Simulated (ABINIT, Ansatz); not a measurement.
# Hf (Hafnium): phonons by linear response, part 3 of 4

Aim: the phonon dispersion of Hf (Hafnium), checked by a second program.

ABINIT 10.8.3; DFT PBEsol, scalar-relativistic, plane waves, PseudoDojo norm-conserving pseudopotentials.

So far. Step 4 (Self-consistent run for the response): The cell stands at -0.54 GPa: the relaxation ran with a smoothed and higher cutoff, and the difference is a stress of the finite basis. Step 5 (Linear response at Γ): The acoustic modes at Γ come out as far as 2.2 cm⁻¹ from zero, where they should vanish, a small numerical error. The relaxed cell has a = 3.163, c = 5.010 Å (conventional setting).

## Step 7: Dispersion

anaddb transforms the dynamical matrices to force constants and back along the path; points of the mesh come back as solved, but for the sum rule and, in polar crystals, the LO-TO term at Γ; the rest is interpolation.

anaddb.abi reads:

```
ddb_filepath "all_DDB"
output_file "anaddb.abo"
outdata_prefix "anaddb"
ifcflag 1
ngqpt 3 3 2
nqshft 1
q1shft 0.0 0.0 0.0
asr 1
chneut 0
dipdip 0
dipquad 0
quadquad 0
enunit 0
eivec 0
nph1l 93
qph1l 
    0.0 0.0 0.0 1.0
    0.05 0.0 0.0 1.0
    0.1 0.0 0.0 1.0
    0.15 0.0 0.0 1.0
    0.2 0.0 0.0 1.0
    0.25 0.0 0.0 1.0
    0.3 0.0 0.0 1.0
    0.35 0.0 0.0 1.0
    0.4 0.0 0.0 1.0
    0.45 0.0 0.0 1.0
    0.5 0.0 0.0 1.0
    0.48333333 0.03333333 0.0 1.0
    0.46666667 0.06666667 0.0 1.0
    0.45 0.1 0.0 1.0
    0.43333333 0.13333333 0.0 1.0
    0.41666667 0.16666667 0.0 1.0
    0.4 0.2 0.0 1.0
    0.38333333 0.23333333 0.0 1.0
    0.36666667 0.26666667 0.0 1.0
    0.35 0.3 0.0 1.0
    0.33333333 0.33333333 0.0 1.0
    0.3 0.3 0.0 1.0
    0.26666667 0.26666667 0.0 1.0
    0.23333333 0.23333333 0.0 1.0
    0.2 0.2 0.0 1.0
    0.16666667 0.16666667 0.0 1.0
    0.13333333 0.13333333 0.0 1.0
    0.1 0.1 0.0 1.0
    0.06666667 0.06666667 0.0 1.0
    0.03333333 0.03333333 0.0 1.0
    0.0 0.0 0.0 1.0
    0.0 0.0 0.05 1.0
    0.0 0.0 0.1 1.0
    0.0 0.0 0.15 1.0
    0.0 0.0 0.2 1.0
    0.0 0.0 0.25 1.0
    0.0 0.0 0.3 1.0
    0.0 0.0 0.35 1.0
    0.0 0.0 0.4 1.0
    0.0 0.0 0.45 1.0
    0.0 0.0 0.5 1.0
    0.05 0.0 0.5 1.0
    0.1 0.0 0.5 1.0
    0.15 0.0 0.5 1.0
    0.2 0.0 0.5 1.0
    0.25 0.0 0.5 1.0
    0.3 0.0 0.5 1.0
    0.35 0.0 0.5 1.0
    0.4 0.0 0.5 1.0
    0.45 0.0 0.5 1.0
    0.5 0.0 0.5 1.0
    0.48333333 0.03333333 0.5 1.0
    0.46666667 0.06666667 0.5 1.0
    0.45 0.1 0.5 1.0
    0.43333333 0.13333333 0.5 1.0
    0.41666667 0.16666667 0.5 1.0
    0.4 0.2 0.5 1.0
    0.38333333 0.23333333 0.5 1.0
    0.36666667 0.26666667 0.5 1.0
    0.35 0.3 0.5 1.0
    0.33333333 0.33333333 0.5 1.0
    0.3 0.3 0.5 1.0
    0.26666667 0.26666667 0.5 1.0
    0.23333333 0.23333333 0.5 1.0
    0.2 0.2 0.5 1.0
    0.16666667 0.16666667 0.5 1.0
    0.13333333 0.13333333 0.5 1.0
    0.1 0.1 0.5 1.0
    0.06666667 0.06666667 0.5 1.0
    0.03333333 0.03333333 0.5 1.0
    0.0 0.0 0.5 1.0
    0.5 0.0 0.5 1.0
    0.5 0.0 0.45 1.0
    0.5 0.0 0.4 1.0
    0.5 0.0 0.35 1.0
    0.5 0.0 0.3 1.0
    0.5 0.0 0.25 1.0
    0.5 0.0 0.2 1.0
    0.5 0.0 0.15 1.0
    0.5 0.0 0.1 1.0
    0.5 0.0 0.05 1.0
    0.5 0.0 0.0 1.0
    0.33333333 0.33333333 0.5 1.0
    0.33333333 0.33333333 0.45 1.0
    0.33333333 0.33333333 0.4 1.0
    0.33333333 0.33333333 0.35 1.0
    0.33333333 0.33333333 0.3 1.0
    0.33333333 0.33333333 0.25 1.0
    0.33333333 0.33333333 0.2 1.0
    0.33333333 0.33333333 0.15 1.0
    0.33333333 0.33333333 0.1 1.0
    0.33333333 0.33333333 0.05 1.0
    0.33333333 0.33333333 0.0 1.0
```

mrgddb.in reads:

```
all_DDB
merged
6
dfpt_gammao_DDB
dfpt_qo_DS1_DDB
dfpt_qo_DS2_DDB
dfpt_qo_DS3_DDB
dfpt_qo_DS4_DDB
dfpt_qo_DS5_DDB
```

On the command line:

```
> mrgddb < mrgddb.in > mrgddb.log
> OMP_NUM_THREADS=1 anaddb anaddb.abi > anaddb.log
```

anaddb.abo, the main output file:

```text
[banners, grids, parts of the stress and lines that vanish by symmetry left out]
-outvars_anaddb: echo values of input variables ----------------------

 Flags :
[...]
Phonon wavevector (reduced coordinates) :  0.00000  0.00000  0.00000
 Phonon energies in Hartree :
[...]
Phonon frequencies in cm-1    :
-  0.000000E+00  0.000000E+00  0.000000E+00  7.457764E+01  7.457764E+01
-  1.085108E+02
[...]
Phonon wavevector (reduced coordinates) :  0.05000  0.00000  0.00000
 Phonon energies in Hartree :
[...]
Phonon frequencies in cm-1    :
-  9.878102E+00  1.165543E+01  1.938672E+01  7.605030E+01  7.738331E+01
-  1.090871E+02
[...]
Phonon wavevector (reduced coordinates) :  0.10000  0.00000  0.00000
 Phonon energies in Hartree :
[...]
Phonon frequencies in cm-1    :
-  1.972783E+01  2.266834E+01  3.846473E+01  8.023192E+01  8.488855E+01
-  1.106684E+02
[...]
Phonon wavevector (reduced coordinates) :  0.15000  0.00000  0.00000
 Phonon energies in Hartree :
[...]
Phonon frequencies in cm-1    :
-  2.950369E+01  3.247438E+01  5.687715E+01  8.650913E+01  9.511733E+01
-  1.128632E+02
[...]
Phonon wavevector (reduced coordinates) :  0.20000  0.00000  0.00000
 Phonon energies in Hartree :
[...]
Phonon frequencies in cm-1    :
-  3.912591E+01  4.067961E+01  7.422100E+01  9.407699E+01  1.061713E+02
-  1.151585E+02
[...]
Phonon wavevector (reduced coordinates) :  0.25000  0.00000  0.00000
 Phonon energies in Hartree :
[...]
Phonon frequencies in cm-1    :
-  4.712321E+01  4.846090E+01  9.008451E+01  1.020861E+02  1.166592E+02
-  1.170588E+02
  Phonon wavevector (reduced coordinates) :  0.30000  0.00000  0.00000
 Phonon energies in Hartree :
[...]
Phonon frequencies in cm-1    :
-  5.186406E+01  5.729456E+01  1.040821E+02  1.097428E+02  1.182009E+02
-  1.256554E+02
  Phonon wavevector (reduced coordinates) :  0.35000  0.00000  0.00000
 Phonon energies in Hartree :
[...]
Phonon frequencies in cm-1    :
-  5.511095E+01  6.529254E+01  1.158695E+02  1.163762E+02  1.184402E+02
-  1.325738E+02
  Phonon wavevector (reduced coordinates) :  0.40000  0.00000  0.00000
 Phonon energies in Hartree :
[...]
Phonon frequencies in cm-1    :
-  5.714159E+01  7.194319E+01  1.179235E+02  1.214702E+02  1.251282E+02
-  1.370888E+02
  Phonon wavevector (reduced coordinates) :  0.45000  0.00000  0.00000
 Phonon energies in Hartree :
[...]
Phonon frequencies in cm-1    :
-  5.822725E+01  7.651198E+01  1.171330E+02  1.246662E+02  1.314642E+02
-  1.391744E+02
  Phonon wavevector (reduced coordinates) :  0.50000  0.00000  0.00000
 Phonon energies in Hartree :
[...]
Phonon frequencies in cm-1    :
-  5.856507E+01  7.817074E+01  1.167498E+02  1.257545E+02  1.339448E+02
-  1.395266E+02
  Phonon wavevector (reduced coordinates) :  0.48333  0.03333  0.00000
 Phonon energies in Hartree :
[...]
Phonon frequencies in cm-1    :
-  5.961862E+01  7.845850E+01  1.165812E+02  1.246627E+02  1.352032E+02
-  1.391972E+02
  Phonon wavevector (reduced coordinates) :  0.46667  0.06667  0.00000
 Phonon energies in Hartree :
[...]
Phonon frequencies in cm-1    :
-  6.263701E+01  7.931209E+01  1.160759E+02  1.224548E+02  1.378963E+02
-  1.382171E+02
  Phonon wavevector (reduced coordinates) :  0.45000  0.10000  0.00000
 Phonon energies in Hartree :
[...]
Phonon frequencies in cm-1    :
-  6.725680E+01  8.070313E+01  1.152346E+02  1.201191E+02  1.366103E+02
-  1.409916E+02
[...]
Phonon wavevector (reduced coordinates) :  0.10000  0.00000  0.50000
 Phonon energies in Hartree :
[...]
Phonon frequencies in cm-1    :
-  5.932059E+01  5.932059E+01  6.198418E+01  6.198418E+01  1.113848E+02
-  1.113848E+02
  Phonon wavevector (reduced coordinates) :  0.15000  0.00000  0.50000
 Phonon energies in Hartree :
[...]
Phonon frequencies in cm-1    :
-  6.582091E+01  6.582091E+01  7.020944E+01  7.020944E+01  1.159221E+02
-  1.159221E+02
  Phonon wavevector (reduced coordinates) :  0.20000  0.00000  0.50000
 Phonon energies in Hartree :
[...]
Phonon frequencies in cm-1    :
-  7.298648E+01  7.298648E+01  7.815776E+01  7.815776E+01  1.218303E+02
-  1.218303E+02
  Phonon wavevector (reduced coordinates) :  0.25000  0.00000  0.50000
 Phonon energies in Hartree :
[...]
Phonon frequencies in cm-1    :
-  7.993744E+01  7.993744E+01  8.470393E+01  8.470393E+01  1.285658E+02
-  1.285658E+02
  Phonon wavevector (reduced coordinates) :  0.30000  0.00000  0.50000
 Phonon energies in Hartree :
[...]
Phonon frequencies in cm-1    :
-  8.608908E+01  8.608908E+01  8.951978E+01  8.951978E+01  1.353711E+02
-  1.353711E+02
  Phonon wavevector (reduced coordinates) :  0.35000  0.00000  0.50000
 Phonon energies in Hartree :
[...]
Phonon frequencies in cm-1    :
-  9.108772E+01  9.108772E+01  9.275946E+01  9.275946E+01  1.414614E+02
-  1.414614E+02
[...]
Phonon wavevector (reduced coordinates) :  0.33333  0.33333  0.05000
 Phonon energies in Hartree :
[...]
Phonon frequencies in cm-1    :
-  9.762051E+01  9.762051E+01  1.128146E+02  1.128146E+02  1.140760E+02
-  1.546184E+02
  Phonon wavevector (reduced coordinates) :  0.33333  0.33333  0.00000
 Phonon energies in Hartree :
[...]
Phonon frequencies in cm-1    :
-  1.001923E+02  1.001923E+02  1.103441E+02  1.103441E+02  1.137686E+02
-  1.548308E+02
-
```

The job ended after 0.53 s (1 thread of Arm Neoverse V2, shared host).

This step gave:

```yaml
lowest_frequency_on_the_path: 0 cm⁻¹
```

Anaddb. The phonon branches at the labelled points (cm⁻¹):

```tsv
point	branch 1	branch 2	branch 3	branch 4	branch 5	branch 6
Γ	0	0	0	75	75	108
halfway	47	48	90	102	117	117
M	59	78	117	126	134	140
halfway	80	85	113	116	132	147
K	100	100	110	110	114	155
halfway	56	64	87	118	118	120
Γ	0	0	0	75	75	108
halfway	29	29	68	69	69	114
A	53	53	53	53	108	108
halfway	80	80	85	85	129	129
L	96	96	98	98	150	150
halfway	69	69	123	123	148	148
H	56	56	136	136	144	144
halfway	71	71	102	102	132	132
A	53	53	53	53	108	108
jump to L	96	96	98	98	150	150
halfway	72	89	107	118	142	145
M	59	78	117	126	134	140
jump to H	56	56	136	136	144	144
halfway	75	75	121	132	132	150
K	100	100	110	110	114	155
```

The phonon branches as a text plot (rows in cm⁻¹):

```
    152 |          *****                  ***            *     **
    145 |         *                      *   *****       **  **
    139 |      ***      *               *      *  *       *** *
    132 |     * ***      *             *      * *  *        **
    126 |    * *** *   ***            *      *   *  *      ** *
    119 |    ****** * *  **                 *        *    * *  *
    113 | *****   **** ** ***  **** **            *   *  * *    *
    106 |*  **      * **  *  **    *       *           ** *
    100 |           *** *  *      *       *        *     *      *
     94 |  **       * ** * *            ***              *
     87 | **       *   **   *    *    **   *        *     *    *
     81 | *     ***         **        *                  * **
     74 |*  *  *  *     ***  ***            *      * *    *
     68 |     *          *      *    *            * ***       *
     61 |       **         *     *  *        *   *    *    ***
     55 |  * ***          *       **          ***      **
     48 |                         *
     42 |   *             ***    *
     35 | **               *
     29 |  *                *  **
     23 |**                 **
     16 |                    *
     10 |*                   * *
      3 |                     *
         Γ      M    K        Γ   A       L    H       A|L M|H  K
```

All branches are real along the path.

## Step 8: Sums over the zone

Sums over the zone need many more wavevectors than were solved, so the interpolation is sampled on a dense mesh.

anaddb.abi reads:

```
ddb_filepath "all_DDB"
output_file "anaddb.abo"
outdata_prefix "anaddb"
ifcflag 1
ngqpt 3 3 2
nqshft 1
q1shft 0.0 0.0 0.0
asr 1
chneut 0
dipdip 0
dipquad 0
quadquad 0
prtdos 2
ng2qpt 16 16 9
dosdeltae 4.5563e-06
ntemper 11
temperinc 100.0
tempermin 0.0
```

On the command line:

```
> OMP_NUM_THREADS=1 anaddb anaddb.abi > anaddb.log
```

anaddb.abo, the main output file:

```text
-outvars_anaddb: echo values of input variables ----------------------

 Flags :
     ifcflag         1
 Miscellaneous information :
         asr         1
      chneut         0
 Interatomic Force Constants Inputs :
      dipdip         0
     dipquad         0
    quadquad         0
      ifcana         0
      ifcout         0
 Description of grid 1 :
        brav         1
       ngqpt         3         3         2
      nqshft         1
      q1shft
                     0.00000000E+00  0.00000000E+00  0.00000000E+00
 Phonon DOS information :
   dosdeltae  4.55630000E-06
    dossmear  4.55633525E-06
 Description of grid 2 (Fourier interp. or BZ sampling):
      ng2qpt        16        16         9
      ngrids         4
      q2shft         0.00000000E+00  0.00000000E+00  0.00000000E+00

================================================================================

 read the DDB information and perform some checks

  ==== Info on the Cryst% object ====
 Real(R)+Recip(G) space primitive vectors, cartesian coordinates (Bohr,Bohr^-1):
 R(1)=  5.9763625  0.0000000  0.0000000  G(1)=  0.1673259  0.0966056  0.0000000
 R(2)= -2.9881812  5.1756817  0.0000000  G(2)=  0.0000000  0.1932113  0.0000000
 R(3)=  0.0000000  0.0000000  9.4677764  G(3)=  0.0000000  0.0000000  0.1056214
 Unit cell volume ucvol=  2.9285489E+02 bohr^3
 Angles (23,13,12)=  9.00000000E+01  9.00000000E+01  1.20000000E+02 degrees
 Time-reversal symmetry is present
 Reduced atomic positions [iatom, xred, symbol]:
    1)    0.3333333  0.6666667  0.2500000  Hf
    2)    0.6666667  0.3333333  0.7500000  Hf

 DDB file with 6 blocks has been read.

================================================================================

 Calculation of the interatomic forces

       Homogeneous q point set in the B.Z.
 Grid q points  :       18
  1)   0.00000000E+00  0.00000000E+00  0.00000000E+00
  2)   3.33333333E-01  0.00000000E+00  0.00000000E+00
  3)  -3.33333333E-01  0.00000000E+00  0.00000000E+00
  4)   0.00000000E+00  3.33333333E-01  0.00000000E+00
  5)   3.33333333E-01  3.33333333E-01  0.00000000E+00
  6)  -3.33333333E-01  3.33333333E-01  0.00000000E+00
  7)   0.00000000E+00 -3.33333333E-01  0.00000000E+00
  8)   3.33333333E-01 -3.33333333E-01  0.00000000E+00
  9)  -3.33333333E-01 -3.33333333E-01  0.00000000E+00
 10)   0.00000000E+00  0.00000000E+00  5.00000000E-01
 11)   3.33333333E-01  0.00000000E+00  5.00000000E-01
 12)  -3.33333333E-01  0.00000000E+00  5.00000000E-01
 13)   0.00000000E+00  3.33333333E-01  5.00000000E-01
 14)   3.33333333E-01  3.33333333E-01  5.00000000E-01
 15)  -3.33333333E-01  3.33333333E-01  5.00000000E-01
 16)   0.00000000E+00 -3.33333333E-01  5.00000000E-01
 17)   3.33333333E-01 -3.33333333E-01  5.00000000E-01
 18)  -3.33333333E-01 -3.33333333E-01  5.00000000E-01

 The interatomic forces have been obtained

================================================================================

 Calculation of phonon density of states

 Average speed of sound partial sums:     0.1030343352E-02 (at units)
-                                   =           2.2541 [km/s]

 Debye frequency from partial sums:     0.6047577872E-03 (Ha)
-                                 =     0.3979115088E+01 (THz)
-Debye temperature from partial sums:     0.1909674052E+03 (K)

 Average speed of sound:     0.9857827760E-03 (at units)
-                      =           2.1566 [km/s]

 Debye frequency from DOS:     0.5786030539E-03 (Ha)
-                        =     0.3807025210E+01 (THz)
-Debye temperature from DOS:     0.1827083937E+03 (K)

-
```

Wall time 0.57 s (1 thread).

Read from the output:

| Property | Result |
| --- | --- |
| share of modes beyond 3i cm⁻¹ on the dense interpolated mesh | 0 |
| zero-point energy per atom | 18.83 meV |
| heat capacity at 300 K | 24.42 J/(mol atoms K) |
| vibrational entropy at 300 K | 44.50 J/(mol atoms K) |

The phonon density of states has structure finer than the step of the table below, so its rows give means over 5 cm⁻¹, whole bins alone (the curve runs from -30 to 185 cm⁻¹). Peaks (cm⁻¹: height): 69.0: 0.0908, 115.0: 0.0847, 145.0: 0.0802.

Tetrahedra. Phonon density of states against wavenumber; means over each step:

```tsv
wavenumber (cm⁻¹)	phonon density of states (1/cm⁻¹/cell)
0	3.0e-6
5	8.2e-5
10	3.0e-4
15	8.6e-4
20	0.00165
25	0.00273
30	0.00428
35	0.00615
40	0.00856
45	0.0116
50	0.0160
55	0.0218
60	0.0392
65	0.0663
70	0.0800
75	0.0652
80	0.0601
85	0.0536
90	0.0471
95	0.0368
100	0.0502
105	0.0676
110	0.0644
115	0.0787
120	0.0710
125	0.0618
130	0.0614
135	0.0646
140	0.0646
145	0.0712
150	0.0217
155	0.00122
160	0
```

Harmonic thermodynamic functions per atom, summed over the density of states scaled to three modes an atom; melting is ignored. Thermodynamic functions:

```tsv
T (K)	F_vib (meV/atom)	S (J/mol-atom/K)	C_V (J/mol-atom/K)
0	18.83	0	0
50	17.72	7.03	13.09
100	10.83	19.07	20.77
200	-17.79	34.71	23.79
300	-59.16	44.5	24.42
400	-109.1	51.56	24.65
500	-165.5	57.07	24.75
600	-227.1	61.59	24.81
700	-292.9	65.42	24.85
800	-362.5	68.74	24.87
900	-435.3	71.67	24.88
1000	-510.9	74.29	24.9
```

At 300 K the heat capacity has reached 98 % of the Dulong-Petit value.

(Continued in part 4 of 4.)

[Host names and launcher messages were left out of these logs when they were recorded.]

[Logs are printed without paths, hosts, clocks, repeated set-up lines and the standing remarks that a program may print on its own settings, such as how far it seeks lower states.]

[Hosts, paths, dates, database ids (printed as entryN), source tags and the programs' standing remarks are cut or masked in the printed files.]
